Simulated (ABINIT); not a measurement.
# Quasiparticle gap of SnO2 (Cassiterite) in ABINIT, part 2 of 3

Wanted: ground state, empty states, screening and self-energy for SnO2 (Cassiterite).

ABINIT 10.8.3; PBE and many-body steps on it, plane waves. Known limits of the many-body steps: short of the basis limit; no spin-orbit coupling; coarse k mesh.

So far. Step 2 (Ground state): The gap is direct, at Γ.

## 3. Bands along the symmetry lines

Level of this step: DFT, PBE, plane waves, norm-conserving pseudopotentials (ABINIT).

Levels along a band path, at the cheap level, show where the edges lie and whether the meshes to come will hold them.

The input, run.abi:

```
acell 3*1.0 Angstrom
rprim 
  4.738000000000 0.000000000000 0.000000000000
  0.000000000000 4.738000000000 0.000000000000
  0.000000000000 0.000000000000 3.186500000000
ntypat 2
znucl 50 8
natom 6
typat 1 1 2 2 2 2
xred 
  0.000000000000 0.000000000000 0.000000000000
  0.500000000000 0.500000000000 0.500000000000
  0.307100000000 0.307100000000 0.000000000000
  0.192900000000 0.807100000000 0.500000000000
  0.692900000000 0.692900000000 0.000000000000
  0.807100000000 0.192900000000 0.500000000000
pp_dirpath "pseudos"
pseudos "Sn.upf, O.upf"
ecut 42
iscf -2
irdden 1
kptopt 0
nkpt 75
kpt 
  0.00000000 0.00000000 0.00000000
  0.00000000 0.06250000 0.00000000
  0.00000000 0.12500000 0.00000000
  0.00000000 0.18750000 0.00000000
  0.00000000 0.25000000 0.00000000
  0.00000000 0.31250000 0.00000000
  0.00000000 0.37500000 0.00000000
  0.00000000 0.43750000 0.00000000
  0.00000000 0.50000000 0.00000000
  0.06250000 0.50000000 0.00000000
  0.12500000 0.50000000 0.00000000
  0.18750000 0.50000000 0.00000000
  0.25000000 0.50000000 0.00000000
  0.31250000 0.50000000 0.00000000
  0.37500000 0.50000000 0.00000000
  0.43750000 0.50000000 0.00000000
  0.50000000 0.50000000 0.00000000
  0.43750000 0.43750000 0.00000000
  0.37500000 0.37500000 0.00000000
  0.31250000 0.31250000 0.00000000
  0.25000000 0.25000000 0.00000000
  0.18750000 0.18750000 0.00000000
  0.12500000 0.12500000 0.00000000
  0.06250000 0.06250000 0.00000000
  0.00000000 0.00000000 0.00000000
  0.00000000 0.00000000 0.06250000
  0.00000000 0.00000000 0.12500000
  0.00000000 0.00000000 0.18750000
  0.00000000 0.00000000 0.25000000
  0.00000000 0.00000000 0.31250000
  0.00000000 0.00000000 0.37500000
  0.00000000 0.00000000 0.43750000
  0.00000000 0.00000000 0.50000000
  0.00000000 0.06250000 0.50000000
  0.00000000 0.12500000 0.50000000
  0.00000000 0.18750000 0.50000000
  0.00000000 0.25000000 0.50000000
  0.00000000 0.31250000 0.50000000
  0.00000000 0.37500000 0.50000000
  0.00000000 0.43750000 0.50000000
  0.00000000 0.50000000 0.50000000
  0.06250000 0.50000000 0.50000000
  0.12500000 0.50000000 0.50000000
  0.18750000 0.50000000 0.50000000
  0.25000000 0.50000000 0.50000000
  0.31250000 0.50000000 0.50000000
  0.37500000 0.50000000 0.50000000
  0.43750000 0.50000000 0.50000000
  0.50000000 0.50000000 0.50000000
  0.43750000 0.43750000 0.50000000
  0.37500000 0.37500000 0.50000000
  0.31250000 0.31250000 0.50000000
  0.25000000 0.25000000 0.50000000
  0.18750000 0.18750000 0.50000000
  0.12500000 0.12500000 0.50000000
  0.06250000 0.06250000 0.50000000
  0.00000000 0.00000000 0.50000000
  0.00000000 0.50000000 0.00000000
  0.00000000 0.50000000 0.06250000
  0.00000000 0.50000000 0.12500000
  0.00000000 0.50000000 0.18750000
  0.00000000 0.50000000 0.25000000
  0.00000000 0.50000000 0.31250000
  0.00000000 0.50000000 0.37500000
  0.00000000 0.50000000 0.43750000
  0.00000000 0.50000000 0.50000000
  0.50000000 0.50000000 0.00000000
  0.50000000 0.50000000 0.06250000
  0.50000000 0.50000000 0.12500000
  0.50000000 0.50000000 0.18750000
  0.50000000 0.50000000 0.25000000
  0.50000000 0.50000000 0.31250000
  0.50000000 0.50000000 0.37500000
  0.50000000 0.50000000 0.43750000
  0.50000000 0.50000000 0.50000000
istwfk *1
nband 46
nbdbuf 7
tolwfr 1e-07
nstep 50
prtwf 0
prtvol 0
indata_prefix "in"
outdata_prefix "out"
tmpdata_prefix "tmp"
```

Command:

```console
$ OMP_NUM_THREADS=1 mpirun -n 8 abinit run.abi > log
```

Output:

```text
.Version 10.8.3 of ABINIT. v10.8.2 released Aug 2026.

 Symmetries : space group P4_2/m n m (#136); Bravais tP (primitive tetrag.)
[... echo of the input left out ...]
== DATASET  1 ==================================================================
-   mpi_nproc: 8, omp_nthreads: 1 (-1 if OMP is not activated)

--- !DatasetInfo
iteration_state: {dtset: 1, }
dimensions: {natom: 6, nkpt: 75, mband: 46, nsppol: 1, nspinor: 1, nspden: 1, mpw: 6320, }
cutoff_energies: {ecut:  42.0, pawecutdg:  -1.0, }
electrons: {nelect:   6.80000000E+01, charge:   0.00000000E+00, occopt:   1.00000000E+00, tsmear:   1.00000000E-02, }

 Real(R)+Recip(G) space primitive vectors, cartesian coordinates (Bohr,Bohr^-1):
 R(1)=  8.9535224  0.0000000  0.0000000  G(1)=  0.1116879  0.0000000  0.0000000
 R(2)=  0.0000000  8.9535224  0.0000000  G(2)=  0.0000000  0.1116879  0.0000000
 R(3)=  0.0000000  0.0000000  6.0216123  G(3)=  0.0000000  0.0000000  0.1660685
 Unit cell volume ucvol=  4.8272594E+02 bohr^3
 Angles (23,13,12)=  9.00000000E+01  9.00000000E+01  9.00000000E+01 degrees

 getcut: wavevector=  0.0000  0.0000  0.0000  ngfft=  54  54  36
         ecut(hartree)=     42.000   => boxcut(ratio)=   2.04927

--- Pseudopotential description ------------------------------------------------
- Sn Generated using ONCVPSP code by D. R. Hamann
- 50.00000  22.00000  171031                  znucl, zion, pspdat
12 -101130 2 -1 1628                          pspcod,pspxc,lmax,lloc,mmax
     nproj     2     2     2
  pspatm : epsatm=   27.31087254
         --- l  ekb(1:nproj) -->
             0    9.701792   -0.671203
             1    4.046855   -0.266328
             2   -2.346641   -0.600143
 pspatm: atomic psp has been read  and splines computed

- O Generated using ONCVPSP code by D. R. Hamann
-  8.00000   6.00000  171031                  znucl, zion, pspdat
12 -101130 2 -1 936                           pspcod,pspxc,lmax,lloc,mmax
     nproj     2     2     1
  pspatm : epsatm=    6.17005460
         --- l  ekb(1:nproj) -->
[...]
2   -1.331955
 pspatm: atomic psp has been read  and splines computed

--------------------------------------------------------------------------------

================================================================================
 prteigrs : about to open file out_EIG
 Non-SCF case, kpt    1 (  0.00000  0.00000  0.00000), residuals and eigenvalues=
  3.22E-08  9.54E-08  2.25E-08  8.55E-08  2.03E-08  3.51E-08  2.48E-08  2.46E-08
  7.34E-08  8.80E-08  2.10E-08  1.23E-08  2.22E-08  2.93E-08  2.66E-08  8.68E-09
  9.92E-09  2.24E-08  2.23E-08  3.13E-08  9.05E-08  4.11E-08  5.97E-08  3.43E-08
[...]
4.22E-08  3.22E-07  1.46E-07  1.16E-07  2.67E-05  7.98E-06
 -4.4512E+00 -4.4512E+00 -2.8280E+00 -2.8280E+00 -2.8264E+00 -2.8264E+00
 -2.8262E+00 -2.8262E+00 -5.2850E-01 -5.0088E-01 -4.9067E-01 -4.8981E-01
[...]
Non-SCF case, kpt    3 (  0.00000  0.12500  0.00000), residuals and eigenvalues=
[...]
7.1262E-01  7.1584E-01  8.0298E-01  8.6989E-01
[...]
Non-SCF case, kpt   74 (  0.50000  0.50000  0.43750), residuals and eigenvalues=
[...]
Non-SCF case, kpt   75 (  0.50000  0.50000  0.50000), residuals and eigenvalues=
[...]
--- !ResultsGS
iteration_state: {dtset: 1, }
comment   : Summary of ground state results
lattice_vectors:
- [  8.9535224,   0.0000000,   0.0000000, ]
- [  0.0000000,   8.9535224,   0.0000000, ]
- [  0.0000000,   0.0000000,   6.0216123, ]
lattice_lengths: [   8.95352,    8.95352,    6.02161, ]
lattice_angles: [ 90.000,  90.000,  90.000, ] # degrees, (23, 13, 12)
lattice_volume:   4.8272594E+02
convergence: {deltae:  0.000E+00, res2:  0.000E+00, residm:  9.997E-08, diffor:  0.000E+00, }
etotal    :  -5.09495865E+02
entropy   :   0.00000000E+00
fermie    :   2.49058631E-01
cartesian_stress_tensor: null
pressure_GPa: null
xred      :
- [  0.0000E+00,   0.0000E+00,   0.0000E+00, Sn]
- [  5.0000E-01,   5.0000E-01,   5.0000E-01, Sn]
- [  3.0710E-01,   3.0710E-01,   0.0000E+00,  O]
- [  1.9290E-01,   8.0710E-01,   5.0000E-01,  O]
- [  6.9290E-01,   6.9290E-01,   0.0000E+00,  O]
- [  8.0710E-01,   1.9290E-01,   5.0000E-01,  O]
cartesian_forces: null
force_length_stats: {min: null, max: null, mean: null, }

 Integrated electronic density in atomic spheres:
 ------------------------------------------------
 Atom  Sphere_radius  Integrated_density
[...]
================================================================================

 ----iterations are completed or convergence reached----

 Mean square residual over all n,k,spin=   40.849E-09; max=  99.968E-09
 reduced coordinates (array xred) for    6 atoms
[...]
0.692900      0.692900      0.000000
       0.807100      0.192900      0.500000

 cartesian coordinates (angstrom) at end:
[...]
5      3.282960     3.282960     0.000000
    6      3.824040     0.913960     1.593250
 length scales=  1.889726  1.889726  1.889726 bohr
              =  1.000000  1.000000  1.000000 angstroms
 prteigrs : about to open file out_EIG
 Eigenvalues (hartree) for nkpt=  75  k points:
 kpt#   1, nband= 46, wtk=  1.00000, kpt=  0.0000  0.0000  0.0000 (reduced coord)
[...]
kpt#   2, nband= 46, wtk=  1.00000, kpt=  0.0000  0.0625  0.0000 (reduced coord)
[...]
kpt#   3, nband= 46, wtk=  1.00000, kpt=  0.0000  0.1250  0.0000 (reduced coord)
[...]
kpt#  74, nband= 46, wtk=  1.00000, kpt=  0.5000  0.5000  0.4375 (reduced coord)
[...]
0.65977    0.65977    0.73438    0.73438    0.81538    0.81751
 kpt#  75, nband= 46, wtk=  1.00000, kpt=  0.5000  0.5000  0.5000 (reduced coord)
[...]
0.06457    0.06457    0.15586    0.15586    0.15934    0.15934    0.21355    0.21355
   0.21870    0.21870    0.43022    0.43022    0.57712    0.57712    0.65592    0.65592
   0.66119    0.66119    0.73499    0.73499    0.81314    0.81570

== END DATASET(S) ==============================================================
================================================================================

 -outvars: echo values of variables after computation  --------
            nband          46
             nkpt          75
          spgroup         136
 [... the other variables as echoed above ...]

 Calculation completed.
```

Run time: 48 s. Hardware: 8 MPI ranks of Arm Neoverse V1, shared host; peak memory 0.86 GiB; 6.4 min of CPU time.

Read from the output:

```
gap                        : 1.284 eV
k of the valence top       : 0, 0, 0
k of the conduction bottom : 0, 0, 0
least direct gap           : 1.284 eV
```

The gap is 1.284 eV, as in the run before at this level.

Electronic bands along the path, in eV, zero at the top of the highest filled band:

| point | band 31 | band 32 | band 33 | band 34 | band 35 | band 36 | band 37 | band 38 |
| --- | --- | --- | --- | --- | --- | --- | --- | --- |
| Γ | -1.25 | -0.76 | -0.76 | 0.00 | 1.28 | 6.14 | 6.39 | 6.39 |
| halfway | -1.23 | -1.20 | -0.73 | -0.28 | 2.57 | 5.69 | 6.65 | 6.82 |
| X | -1.20 | -1.20 | -0.63 | -0.63 | 4.44 | 4.44 | 7.12 | 7.12 |
| halfway | -1.26 | -1.26 | -0.77 | -0.77 | 4.63 | 4.63 | 7.35 | 7.35 |
| M | -1.32 | -1.32 | -0.90 | -0.90 | 4.83 | 4.83 | 7.55 | 7.55 |
| halfway | -1.28 | -1.20 | -0.82 | -0.48 | 3.34 | 5.42 | 7.00 | 7.10 |
| Γ | -1.25 | -0.76 | -0.76 | 0.00 | 1.28 | 6.14 | 6.39 | 6.39 |
| halfway | -2.53 | -0.84 | -0.84 | -0.49 | 3.85 | 6.93 | 8.47 | 8.47 |
| Z | -1.64 | -1.64 | -1.25 | -1.25 | 6.22 | 6.22 | 9.80 | 9.80 |
| halfway | -1.41 | -1.41 | -1.12 | -1.12 | 6.32 | 6.32 | 8.86 | 8.86 |
| R | -1.09 | -1.09 | -0.71 | -0.71 | 6.49 | 6.49 | 8.11 | 8.11 |
| halfway | -1.02 | -1.02 | -0.97 | -0.97 | 5.53 | 5.53 | 8.74 | 8.74 |
| A | -0.97 | -0.97 | -0.83 | -0.83 | 4.93 | 4.93 | 8.93 | 8.93 |
| halfway | -1.26 | -1.24 | -1.04 | -1.00 | 5.70 | 6.23 | 8.06 | 9.95 |
| Z | -1.64 | -1.64 | -1.25 | -1.25 | 6.22 | 6.22 | 9.80 | 9.80 |
| jump to X | -1.20 | -1.20 | -0.63 | -0.63 | 4.44 | 4.44 | 7.12 | 7.12 |
| halfway | -1.28 | -1.28 | -0.82 | -0.82 | 5.58 | 5.58 | 8.81 | 8.81 |
| R | -1.09 | -1.09 | -0.71 | -0.71 | 6.49 | 6.49 | 8.11 | 8.11 |
| jump to M | -1.32 | -1.32 | -0.90 | -0.90 | 4.83 | 4.83 | 7.55 | 7.55 |
| halfway | -0.86 | -0.86 | -0.86 | -0.86 | 5.17 | 5.17 | 8.83 | 8.83 |
| A | -0.97 | -0.97 | -0.83 | -0.83 | 4.93 | 4.93 | 8.93 | 8.93 |

## 4. Empty states on the mesh, 2×2×4 mesh, 436 bands

The sums over transitions need many empty states on a uniform mesh; this step solves for them.

The input, run.abi:

```
acell 3*1.0 Angstrom
rprim 
  4.738000000000 0.000000000000 0.000000000000
  0.000000000000 4.738000000000 0.000000000000
  0.000000000000 0.000000000000 3.186500000000
ntypat 2
znucl 50 8
natom 6
typat 1 1 2 2 2 2
xred 
  0.000000000000 0.000000000000 0.000000000000
  0.500000000000 0.500000000000 0.500000000000
  0.307100000000 0.307100000000 0.000000000000
  0.192900000000 0.807100000000 0.500000000000
  0.692900000000 0.692900000000 0.000000000000
  0.807100000000 0.192900000000 0.500000000000
pp_dirpath "pseudos"
pseudos "Sn.upf, O.upf"
ecut 42
ngkpt 2 2 4
nshiftk 1
shiftk 0 0 0
kptopt 1
chksymbreak 0
iscf -2
irdden 1
istwfk *1
nband 436
nbdbuf 38
tolwfr 1e-09
nstep 60
prtvol 0
indata_prefix "in"
outdata_prefix "out"
tmpdata_prefix "tmp"
```

Output:

```text
.Version 10.8.3 of ABINIT. v10.8.2 released Aug 2026.

 Symmetries : space group P4_2/m n m (#136); Bravais tP (primitive tetrag.)
[... echo of the input left out ...]
== DATASET  1 ==================================================================
-   mpi_nproc: 8, omp_nthreads: 1 (-1 if OMP is not activated)
-    --> not optimal distribution: autoparal keyword recommended in input file <--

--- !DatasetInfo
iteration_state: {dtset: 1, }
dimensions: {natom: 6, nkpt: 9, mband: 436, nsppol: 1, nspinor: 1, nspden: 1, mpw: 6312, }
cutoff_energies: {ecut:  42.0, pawecutdg:  -1.0, }
electrons: {nelect:   6.80000000E+01, charge:   0.00000000E+00, occopt:   1.00000000E+00, tsmear:   1.00000000E-02, }

 Real(R)+Recip(G) space primitive vectors, cartesian coordinates (Bohr,Bohr^-1):
 R(1)=  8.9535224  0.0000000  0.0000000  G(1)=  0.1116879  0.0000000  0.0000000
 R(2)=  0.0000000  8.9535224  0.0000000  G(2)=  0.0000000  0.1116879  0.0000000
 R(3)=  0.0000000  0.0000000  6.0216123  G(3)=  0.0000000  0.0000000  0.1660685
 Unit cell volume ucvol=  4.8272594E+02 bohr^3
 Angles (23,13,12)=  9.00000000E+01  9.00000000E+01  9.00000000E+01 degrees

 getcut: wavevector=  0.0000  0.0000  0.0000  ngfft=  54  54  36
         ecut(hartree)=     42.000   => boxcut(ratio)=   2.04927

--- Pseudopotential description ------------------------------------------------
- Sn Generated using ONCVPSP code by D. R. Hamann
- 50.00000  22.00000  171031                  znucl, zion, pspdat
12 -101130 2 -1 1628                          pspcod,pspxc,lmax,lloc,mmax
     nproj     2     2     2
  pspatm : epsatm=   27.31087254
         --- l  ekb(1:nproj) -->
             0    9.701792   -0.671203
             1    4.046855   -0.266328
             2   -2.346641   -0.600143
 pspatm: atomic psp has been read  and splines computed

- O Generated using ONCVPSP code by D. R. Hamann
-  8.00000   6.00000  171031                  znucl, zion, pspdat
12 -101130 2 -1 936                           pspcod,pspxc,lmax,lloc,mmax
     nproj     2     2     1
  pspatm : epsatm=    6.17005460
         --- l  ekb(1:nproj) -->
[...]
2   -1.331955
 pspatm: atomic psp has been read  and splines computed

--------------------------------------------------------------------------------

================================================================================
 prteigrs : about to open file out_EIG
 Non-SCF case, kpt    1 (  0.00000  0.00000  0.00000), residuals and eigenvalues=
  3.22E-11  4.16E-11  1.31E-10  1.67E-10  1.50E-10  2.20E-10  1.88E-10  2.14E-10
  6.35E-11  6.47E-11  8.22E-11  8.42E-11  5.20E-11  5.21E-11  6.43E-11  7.84E-11
  8.72E-11  6.14E-11  1.66E-10  6.26E-11  1.23E-10  3.50E-10  1.72E-10  1.88E-10
[...]
1.25E-03  2.11E-03  3.25E-03  2.36E-03
 -4.4512E+00 -4.4512E+00 -2.8280E+00 -2.8280E+00 -2.8264E+00 -2.8264E+00
 -2.8262E+00 -2.8262E+00 -5.2850E-01 -5.0088E-01 -4.9067E-01 -4.8981E-01
 -4.8981E-01 -4.8655E-01 -4.8526E-01 -4.8206E-01 -4.8100E-01 -4.8100E-01
[...]
6.4512E+00  6.4590E+00  6.4720E+00  6.4815E+00  6.5199E+00  6.5206E+00
  6.5349E+00  6.5654E+00  6.5668E+00  6.5721E+00  6.5741E+00  6.5758E+00
  6.5802E+00  6.5821E+00  6.5894E+00  6.6000E+00
 prteigrs : prtvol=0 or 1, do not print more k-points.

--- !ResultsGS
iteration_state: {dtset: 1, }
comment   : Summary of ground state results
lattice_vectors:
- [  8.9535224,   0.0000000,   0.0000000, ]
- [  0.0000000,   8.9535224,   0.0000000, ]
- [  0.0000000,   0.0000000,   6.0216123, ]
lattice_lengths: [   8.95352,    8.95352,    6.02161, ]
lattice_angles: [ 90.000,  90.000,  90.000, ] # degrees, (23, 13, 12)
lattice_volume:   4.8272594E+02
convergence: {deltae:  0.000E+00, res2:  0.000E+00, residm:  9.984E-10, diffor:  0.000E+00, }
etotal    :  -5.09495865E+02
entropy   :   0.00000000E+00
fermie    :   2.49058631E-01
cartesian_stress_tensor: null
pressure_GPa: null
xred      :
- [  0.0000E+00,   0.0000E+00,   0.0000E+00, Sn]
- [  5.0000E-01,   5.0000E-01,   5.0000E-01, Sn]
- [  3.0710E-01,   3.0710E-01,   0.0000E+00,  O]
- [  1.9290E-01,   8.0710E-01,   5.0000E-01,  O]
- [  6.9290E-01,   6.9290E-01,   0.0000E+00,  O]
- [  8.0710E-01,   1.9290E-01,   5.0000E-01,  O]
cartesian_forces: null
force_length_stats: {min: null, max: null, mean: null, }

 Integrated electronic density in atomic spheres:
 ------------------------------------------------
 Atom  Sphere_radius  Integrated_density
[...]
================================================================================

 ----iterations are completed or convergence reached----

 Mean square residual over all n,k,spin=   34.708E-11; max=  99.839E-11
 reduced coordinates (array xred) for    6 atoms
[...]
0.692900      0.692900      0.000000
       0.807100      0.192900      0.500000

 cartesian coordinates (angstrom) at end:
    1      0.000000     0.000000     0.000000
[...]
6      3.824040     0.913960     1.593250
 length scales=  1.889726  1.889726  1.889726 bohr
              =  1.000000  1.000000  1.000000 angstroms
 prteigrs : about to open file out_EIG
 Eigenvalues (hartree) for nkpt=   9  k points:
 kpt#   1, nband=436, wtk=  0.06250, kpt=  0.0000  0.0000  0.0000 (reduced coord)
[...]
6.39892    6.41270    6.44426    6.44427    6.45116    6.45904    6.47202    6.48152
   6.51990    6.52060    6.53492    6.56541    6.56678    6.57215    6.57410    6.57576
   6.58024    6.58210    6.58942    6.59997
 prteigrs : prtvol=0 or 1, do not print more k-points.

== END DATASET(S) ==============================================================
================================================================================

 -outvars: echo values of variables after computation  --------
            nband         436
             nkpt           9
          spgroup         136
 [... the other variables as echoed above ...]

 Calculation completed.
```

It took 7.5 min on 8 MPI ranks; peak memory 0.94 GiB.

This step gave:

```
gap                                                           : 1.284 eV
k of the valence top                                          : 0, 0, 0
k of the conduction bottom                                    : 0, 0, 0
least direct gap                                              : 1.284 eV
k points computed                                             : 9
lowest point of the top converged band, above the valence top : 158.8982 eV
```

On this mesh the gap is 1.284 eV.

(Part 2 of 3 ends here.)

[Long decimals in the printed logs are rounded to 6 places.]

[Logs are printed without paths, hosts, clocks, repeated set-up lines and the standing remarks that a program may print on its own settings, such as how far it seeks lower states.]

[Paths, hosts, dates, memory and timing lines, banners, echoed tables and standing remarks are left out of the program output; an Ansatz launch command may be rebuilt from the run's recorded settings. Measured values are a selection of at most five: reports struck by readers or far from the other reports are left out. None is set beside runs whose start may be inverted or whose files or cutoffs have a known fault.]

[Runs of the session that timed out or met a known fault of the program may be left out.]

[Hosts, paths, dates, database ids (printed as entryN), source tags and the programs' standing remarks are cut or masked in the printed files.]

[G0W0 gaps are taken among the corrected bands and points alone; a level outside them can change the order at an edge.]

[Where Ansatz stands beside ABINIT at settings called matched, ABINIT's density can come from a denser mesh and the files from another edition; pairs whose starting gaps differed by over 0.03 eV were left out, so agreement reads better than it is.]
